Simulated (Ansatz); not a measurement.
# Moving the knobs of a GW run on TlSb4F13 (I4/m)

A base run on TlSb4F13 (I4/m), then changed inputs.

Main program and level: Ansatz 0.2.0; G0W0 on PBE, plane waves, PAW; PAW set soft_1.

Report form: the programs' logs are mostly left out.

## (1) Set-up

The structure is tetragonal, space group I4/m (No. 87). The conventional cell has a = 9.637 Å, b = 9.637 Å, c = 6.584 Å, α = 90.00°, β = 90.00°, γ = 90.00°. Nearest to Tl lie 8 F at 2.93 Å. Sb has 3 F at 1.97 to 1.99 Å nearest. Nearest to F lie 4 Sb at 2.67 Å and 8 F at 2.71 Å. Nearest to F lie 1 Sb at 1.99 Å. Nearest to F lie 1 Sb at 1.97 Å. Farther neighbours and most contacts between anions are not listed.

Geometry: measured cell, ions relaxed with PBE. The runs that relaxed it are not among those shown. Spin-orbit coupling is left out unless a step names it.

## (2) The base run: 2×2×2 mesh, 478 empty bands, screening to 78 eV, PAW set soft_1 files

G0W0 replaces the xc potential by the self-energy, built once from these orbitals. Only a window of levels is corrected, while the sums run over the empty bands that the input names. This step takes PAW set soft_1 files.

Input file input.yaml:

```yaml
crystal:
  lattice:
    - [-4.8185, 4.8185, 3.292]
    - [4.8185, -4.8185, 3.292]
    - [4.8185, 4.8185, -3.292]
  atoms:
    - { symbol: Tl, position: [0.5, 0.5, 0.0] }
    - { symbol: Sb, position: [0.0066871975, 0.277466579, 0.2841537765] }
    - { symbol: Sb, position: [0.277466579, 0.9933128025, 0.2707793815] }
    - { symbol: Sb, position: [0.9933128025, 0.722533421, 0.7158462235] }
    - { symbol: Sb, position: [0.722533421, 0.0066871975, 0.7292206185] }
    - { symbol: F, position: [0.0, 0.0, 0.0] }
    - { symbol: F, position: [0.5610386725, 0.8772598836, 0.4382985561] }
    - { symbol: F, position: [0.8772598836, 0.4389613275, 0.3162212112] }
    - { symbol: F, position: [0.4389613275, 0.1227401164, 0.5617014439] }
    - { symbol: F, position: [0.1227401164, 0.5610386725, 0.6837787888] }
    - { symbol: F, position: [0.430173073, 0.3339653296, 0.3219280492] }
    - { symbol: F, position: [0.3339653296, 0.0120372804, 0.9037922566] }
    - { symbol: F, position: [0.0120372804, 0.1082450237, 0.6780719508] }
    - { symbol: F, position: [0.1082450237, 0.430173073, 0.0962077434] }
    - { symbol: F, position: [0.569826927, 0.6660346704, 0.6780719508] }
    - { symbol: F, position: [0.6660346704, 0.9879627196, 0.0962077434] }
    - { symbol: F, position: [0.9879627196, 0.8917549763, 0.3219280492] }
    - { symbol: F, position: [0.8917549763, 0.569826927, 0.9037922566] }
kpoints:
  mp_grid: { grid: [2, 2, 2] }
hamiltonian:
  xc: pbe
  pseudopotentials: { kind: paw, azcp: { folder: soft_1 } }
scf:
  occupations: { method: fixed }
gw:
  n_empty_bands: 478
  ecut_chi: 78
  qp_bands: [v4, c4]
  qp_kpoints: band_edges
  screening: { model: contour_deformation }
```

Run with:

```console
$ ansatz run input.yaml --threads 2 --pin off --max-ram 92160MiB --backend cuda --events-out ev --progress --plain --runs-dir out --devices 1 --max-vram 13GiB
```

Elapsed: 22 s, on 1 × NVIDIA H100 80GB HBM3 (shared by 6 runs) with 2 threads of AMD EPYC 7R13 (Zen 3), shared host; peak memory 1.5 GiB; 23 s of CPU time.

Numbers from this step:

- bands summed: 560
- RPA ε∞ on this mesh (eigenvalues): 2.625, 2.764, 2.764
- plane waves in the screening matrix: 473
- q-points in the mesh: 8
- G0W0 gap on the mesh: 7.346 eV
- k of the valence top: 0, 0, -0.5
- k of the conduction bottom: -0.5, -0.5, -0.5
- starting gap on the mesh: 4.859 eV
- Z at the valence top: 0.7889
- Z at the conduction bottom: 0.8255
- least direct G0W0 gap on the computed points: 7.420 eV

The gap on the mesh goes from 4.86 eV to 7.35 eV, a correction of +2.49 eV, though a band edge has moved to another state.

## (3) Variant: norm-conserving files, smooth pair densities

This step: G0W0 on PBE, plane waves, norm-conserving pseudopotentials.

Changes to input.yaml since step 2:

```diff
@@ -28,3 +28,3 @@
   xc: pbe
-  pseudopotentials: { kind: paw, azcp: { folder: soft_1 } }
+  pseudopotentials: { kind: nc }
 scf:
@@ -32,4 +32,4 @@
 gw:
-  n_empty_bands: 478
-  ecut_chi: 78
+  n_empty_bands: 496
+  ecut_chi: 80
   qp_bands: [v4, c4]
@@ -37 +37,2 @@
   screening: { model: contour_deformation }
+  pair_densities: pseudo
```

Elapsed: 29 s, on 1 × NVIDIA H100 80GB HBM3 (shared by 6 runs) with 2 threads; peak memory 2.9 GiB.

The G0W0 gap on the mesh is 7.294 eV.

Against the base:

| setting | base | variant |
| --- | --- | --- |
| files | PAW set soft_1 | norm-conserving |
| empty bands | 478 | 496 |
| screening cutoff (eV) | 78 | 80 |
| pair densities | - | pseudo |

| quantity | variant | base |
| --- | --- | --- |
| starting gap on the mesh | 4.835 | 4.859 |
| G0W0 gap on the mesh | 7.294 | 7.346 |
| least direct G0W0 gap on the computed points | 7.320 | 7.420 |
| Z at the valence top | 0.788 | 0.789 |
| Z at the conduction bottom | 0.825 | 0.826 |

## (4) Variant: wavefunction cutoff

This step: G0W0 on PBE, plane waves, PAW; PAW set soft_1.

Changes to input.yaml since step 3:

```diff
@@ -28,3 +28,3 @@
   xc: pbe
-  pseudopotentials: { kind: nc }
+  pseudopotentials: { kind: paw, azcp: { folder: soft_1 } }
 scf:
@@ -32,4 +32,4 @@
 gw:
-  n_empty_bands: 496
-  ecut_chi: 80
+  n_empty_bands: 694
+  ecut_chi: 100
   qp_bands: [v4, c4]
@@ -37,2 +37,3 @@
   screening: { model: contour_deformation }
-  pair_densities: pseudo
+basis:
+  ecutwfc: 300
```

Wall time 12 s (1 × NVIDIA H100 80GB HBM3 (shared by 6 runs) with 2 threads); peak memory 1.5 GiB; 13 s of CPU time.

The G0W0 gap on the mesh is 7.358 eV.

Against the base:

| setting | base | variant |
| --- | --- | --- |
| empty bands | 478 | 694 |
| screening cutoff (eV) | 78 | 100 |
| typed cutoff | - | 300 |

| quantity | variant | base |
| --- | --- | --- |
| starting gap on the mesh | 4.865 | 4.859 |
| G0W0 gap on the mesh | 7.358 | 7.346 |
| least direct G0W0 gap on the computed points | 7.425 | 7.420 |
| Z at the valence top | 0.787 | 0.789 |
| Z at the conduction bottom | 0.824 | 0.826 |

## (5) What came out

```json
{
 "base": "7.35 eV, 22 s",
 "norm-conserving files, smooth pair densities": "7.29 eV, 29 s",
 "wavefunction cutoff": "7.36 eV, 12 s"
}
```

Norm-conserving files, smooth pair densities: the gap moves by −0.05 eV (the plane-wave cutoff goes from 420 to 1320 eV). The variant differs from the base in files, empty bands, screening cutoff and pair densities together, so the change can't be laid to one of them. Wavefunction cutoff: the gap moves by +0.01 eV (the plane-wave cutoff goes from 420 to 300 eV). The variant differs from the base in empty bands, screening cutoff and typed cutoff together, so the change can't be laid to one of them. All runs here use a coarse mesh and modest cutoffs; they test settings and are not final values. The 2×2×2 mesh is coarse for this cell (its supercell is 15 Å along the shortest edge). The RPA ε∞ on it, from the PBE start, is 2.63 and 2.76; such meshes misread the long-range screening, most where the gap is narrow. The many-body steps are scalar-relativistic: spin-orbit coupling is not in them.

[Paths, hosts, dates, memory and timing lines, banners, echoed tables and standing remarks are left out of the program output.]

[Logs are printed without paths, hosts, clocks, repeated set-up lines and the standing remarks that a program may print on its own settings, such as how far it seeks lower states.]

[Runs of the session that timed out or met a known fault of the program may be left out.]

[Cells called generated may have been cut or substituted from an entry of the Crystallography Open Database or the Materials Project.]

[Hosts, paths, dates, database ids (printed as entryN), source tags and the programs' standing remarks are cut or masked in the printed files.]
